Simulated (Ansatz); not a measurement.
## (BaO)1(AgBr)3 [001] superlattice, started as rocksalt type: relaxing the cell for a phonon run

Wanted: the relaxed cell of (BaO)1(AgBr)3 [001] superlattice, started as rocksalt type.

Program: Ansatz 0.2.0. Level of theory: DFT PBEsol, scalar-relativistic, plane waves, PAW. Results are calculated unless marked as measured.

Report form: the programs' logs are mostly left out.

The structure was built from a prototype and need not be the compound's stable phase.

## 1. Set-up

It takes space group P4/mmm (No. 123, tetragonal). Conventional cell: a = 4.039 Å, b = 4.039 Å, c = 11.425 Å, α = 90.00°, β = 90.00°, γ = 90.00°. Nearest to Ag lie 5 Br at 2.86 Å and 1 O at 2.86 Å. Nearest to Ag lie 6 Br at 2.86 Å. Nearest to Ba lie 2 Br at 2.86 Å and 4 O at 2.86 Å. Br has 5 Ag at 2.86 Å and 1 Ba at 2.86 Å nearest. Nearest to Br lie 6 Ag at 2.86 Å. O has 2 Ag at 2.86 Å and 4 Ba at 2.86 Å nearest. Farther neighbours and most contacts between anions are not listed.

## 2. Probe on a coarse mesh

A quick single point on a coarse mesh tells whether the cell has a gap and how far it is from rest, which sets the k mesh and smearing that follow.

File input.yaml:

```yaml
crystal:
  lattice:
    - [2.85625, 2.85625, 0.0]
    - [-2.85625, 2.85625, 0.0]
    - [0.0, 0.0, 11.425]
  atoms:
    - { symbol: Ag, position: [0.5, 0.5, 0.25] }
    - { symbol: Ag, position: [0.0, 0.0, 0.5] }
    - { symbol: Ag, position: [0.5, 0.5, 0.75] }
    - { symbol: Ba, position: [0.0, 0.0, 0.0] }
    - { symbol: Br, position: [0.0, 0.0, 0.25] }
    - { symbol: Br, position: [0.5, 0.5, 0.5] }
    - { symbol: Br, position: [0.0, 0.0, 0.75] }
    - { symbol: O, position: [0.5, 0.5, 0.0] }
kpoints:
  mp_grid: { grid: [4, 4, 2] }
hamiltonian:
  xc: pbesol
scf:
  occupations: { method: gaussian, width: 0.1 }
output:
  forces: true
  stress: true
  eigenvalues: true
```

On the command line:

```sh
$ ansatz run input.yaml --threads 8 --pin off --max-ram 14336MiB --backend cpu --events-out ev --progress --plain --runs-dir out
```

Elapsed: 1.5 s, on 8 threads of Arm Neoverse V2, shared host; peak memory 0.78 GiB.

A gap read on the k-mesh alone can miss the band edges.

This step gave:

```
pressure           : -0.5899 GPa
volume per atom    : 23.30 Å³
gap on the k-mesh  : 0.1136 eV
direct gap on mesh : 0.2199 eV
```

The coarse mesh shows a gap of 0.11 eV and a pressure of -0.6 GPa.

## 3. Coarse relaxation

A rough relaxation comes first, because large forces or stress need no tight tolerances yet.

input.yaml, as its differences from that of step 2:

```diff
@@ -15,3 +15,3 @@
 kpoints:
-  mp_grid: { grid: [4, 4, 2] }
+  mp_grid: { grid: [6, 6, 2] }
 hamiltonian:
@@ -24 +24,6 @@
   eigenvalues: true
+relax:
+  adjacent_minimum: "off"
+  f_tol: 0.05
+  max_steps: 80
+  cell: { stress_tol: 0.5 }
```

Elapsed: 17 s, on 8 threads; peak memory 0.86 GiB.

Step by step:

| step | energy less that of the first step (eV) | largest force component (eV/Å) | pressure (GPa) | volume (Å³) |
| --- | --- | --- | --- | --- |
| 1 | 0.0000 | 1.8723 | -0.68 | 186.41 |
| 2 | -0.5688 | 0.4550 | -1.30 | 184.77 |
| 3 | -0.7902 | 0.4443 | 0.34 | 177.71 |
| 4 | -0.9661 | 0.3296 | 0.70 | 176.01 |
| 5 | -1.0715 | 0.1225 | 0.67 | 177.14 |
| 6 | -1.1091 | 0.0376 | -0.33 | 183.27 |
| 7* | -1.1120 | 0.0381 | -0.31 | 183.27 |

Relaxation steps marked * repeat the geometry before them on a plane-wave basis chosen anew for their cell, so energy and pressure can jump there.

The run keeps the 16 symmetry operations that it works with, so distortions that break them were not tested.

| conventional cell, symmetrised | before | after | change |
| --- | --- | --- | --- |
| a (Å) | 4.039 | 3.846 | -4.8 % |
| b (Å) | 4.039 | 3.846 | -4.8 % |
| c (Å) | 11.425 | 12.393 | +8.5 % |
| volume (Å³/atom) | 23.30 | 22.91 | -1.7 % |

The atoms that moved most (Å, as changes of fractional coordinates times the final cell):

| atom | dx | dy | dz | length |
| --- | --- | --- | --- | --- |
| Ag1 | 0.000 | 0.000 | -0.767 | 0.767 |
| Ag3 | 0.000 | 0.000 | 0.767 | 0.767 |
| Br7 | 0.000 | 0.000 | -0.086 | 0.086 |
| Br5 | 0.000 | 0.000 | 0.086 | 0.086 |

This step gave:

* pressure: -0.3119 GPa
* volume per atom: 22.91 Å³
* gap on the k-mesh: 0 eV

In this step the volume went from 23.30 to 22.91 Å³/atom.

## 4. Bringing the structure to rest

Harmonic phonons are second derivatives at a point where the forces vanish, and they are wanted at zero stress, so atoms and cell are relaxed first.

File input.yaml:

```yaml
crystal:
  lattice:
    - [2.7192009582, 2.7192009582, 0.0]
    - [-2.7192009582, 2.7192009582, 0.0]
    - [0.0, 0.0, 12.3931232064]
  atoms:
    - { symbol: Ag, position: [0.5, 0.5, 0.1880711918] }
    - { symbol: Ag, position: [0.0, 0.0, 0.5] }
    - { symbol: Ag, position: [0.5, 0.5, 0.8119288082] }
    - { symbol: Ba, position: [0.0, 0.0, 0.0] }
    - { symbol: Br, position: [0.0, 0.0, 0.2569396048] }
    - { symbol: Br, position: [0.5, 0.5, 0.5] }
    - { symbol: Br, position: [0.0, 0.0, 0.7430603952] }
    - { symbol: O, position: [0.5, 0.5, 0.0] }
kpoints:
  mp_grid: { grid: [8, 8, 4] }
hamiltonian:
  xc: pbesol
scf:
  occupations: { method: gaussian, width: 0.1 }
output:
  forces: true
  stress: true
  eigenvalues: true
relax:
  adjacent_minimum: "off"
  f_tol: 0.005
  max_steps: 80
  cell: { stress_tol: 0.05 }
```

Wall time 28 s (8 threads); peak memory 0.98 GiB.

The steps of the relaxation:

| step | energy less that of the first step (eV) | largest force component (eV/Å) | pressure (GPa) | volume (Å³) |
| --- | --- | --- | --- | --- |
| 1 | 0.0000 | 0.0354 | -0.32 | 183.27 |
| 2 | -0.0021 | 0.0131 | 0.18 | 181.48 |
| 3 | -0.0022 | 0.0117 | 0.02 | 182.00 |
| 4 | -0.0022 | 0.0247 | -0.04 | 182.01 |
| 5 | -0.0024 | 0.0028 | 0.00 | 181.97 |
| 6* | -0.0016 | 0.0028 | -0.01 | 181.97 |

Relaxation steps marked * repeat the geometry before them on a plane-wave basis chosen anew for their cell, so energy and pressure can jump there. Relaxation step 4 was tried and not accepted.

The run keeps the 16 symmetry operations that it works with, so distortions that break them were not tested.

| conventional cell, symmetrised | before | after | change |
| --- | --- | --- | --- |
| a (Å) | 3.846 | 3.840 | -0.1 % |
| b (Å) | 3.846 | 3.840 | -0.1 % |
| c (Å) | 12.393 | 12.339 | -0.4 % |
| volume (Å³/atom) | 22.91 | 22.75 | -0.7 % |

This step gave:

```
pressure        : -0.006815 GPa
volume per atom : 22.75 Å³
```

In this step the volume went from 22.91 to 22.75 Å³/atom.

## 5. Relaxing to small forces for the phonons

Phonons need a cell at rest on their own settings, so the relaxation is repeated with tight tolerances on forces and stress, using the mesh and the filling of the phonon run that follows.

File input.yaml:

```yaml
crystal:
  lattice:
    - [2.715467395, 2.715467395, 0.0]
    - [-2.715467395, 2.715467395, 0.0]
    - [0.0, 0.0, 12.3390786467]
  atoms:
    - { symbol: Ag, position: [0.5, 0.5, 0.18781536] }
    - { symbol: Ag, position: [0.0, 0.0, 0.5] }
    - { symbol: Ag, position: [0.5, 0.5, 0.81218464] }
    - { symbol: Ba, position: [0.0, 0.0, 0.0] }
    - { symbol: Br, position: [0.0, 0.0, 0.257698579] }
    - { symbol: Br, position: [0.5, 0.5, 0.5] }
    - { symbol: Br, position: [0.0, 0.0, 0.742301421] }
    - { symbol: O, position: [0.5, 0.5, 0.0] }
kpoints:
  mp_grid: { grid: [8, 8, 4] }
hamiltonian:
  xc: pbesol
scf:
  occupations: { method: methfessel_paxton, width: 0.15 }
output:
  forces: true
  stress: true
  eigenvalues: true
relax:
  adjacent_minimum: "off"
  f_tol: 0.001
  max_steps: 60
  cell: { stress_tol: 0.01 }
```

The job ended after 34 s (8 threads; peak memory 0.97 GiB; 4.3 min of CPU time).

Little changed from the start: no atom moved by 0.005 Å and no cell edge by 0.1 %.

Numbers from this step:

| Property | Result |
| --- | --- |
| pressure | -0.001854 GPa |
| volume per atom | 22.73 Å³ |

The largest force component left is 0.54 meV/Å and the pressure is -0.002 GPa, within the tolerances set. The cell now holds 22.73 Å³/atom.

## 6. What came out

- space group after relaxation (within 0.01 Å): P4/mmm
- lattice constant a: 3.841 Å
- lattice constant b: 3.841 Å
- lattice constant c: 12.328 Å
- volume per atom: 22.7 Å³

What this shows: The largest force component left is 0.54 meV/Å and the pressure is -0.002 GPa, within the tolerances set. The cell now holds 22.73 Å³/atom. The relaxation keeps the symmetry of its start, so it says nothing on stability against lower symmetry. Spin-orbit coupling is left out, which can matter for the heavy elements here. The starting cell was built on a prototype and not taken from a measurement, so the phase need not exist.

[Logs are printed without paths, hosts, clocks, repeated set-up lines and the standing remarks that a program may print on its own settings, such as how far it seeks lower states.]

[Hosts, paths, dates, database ids (printed as entryN), source tags and the programs' standing remarks are cut or masked in the printed files.]
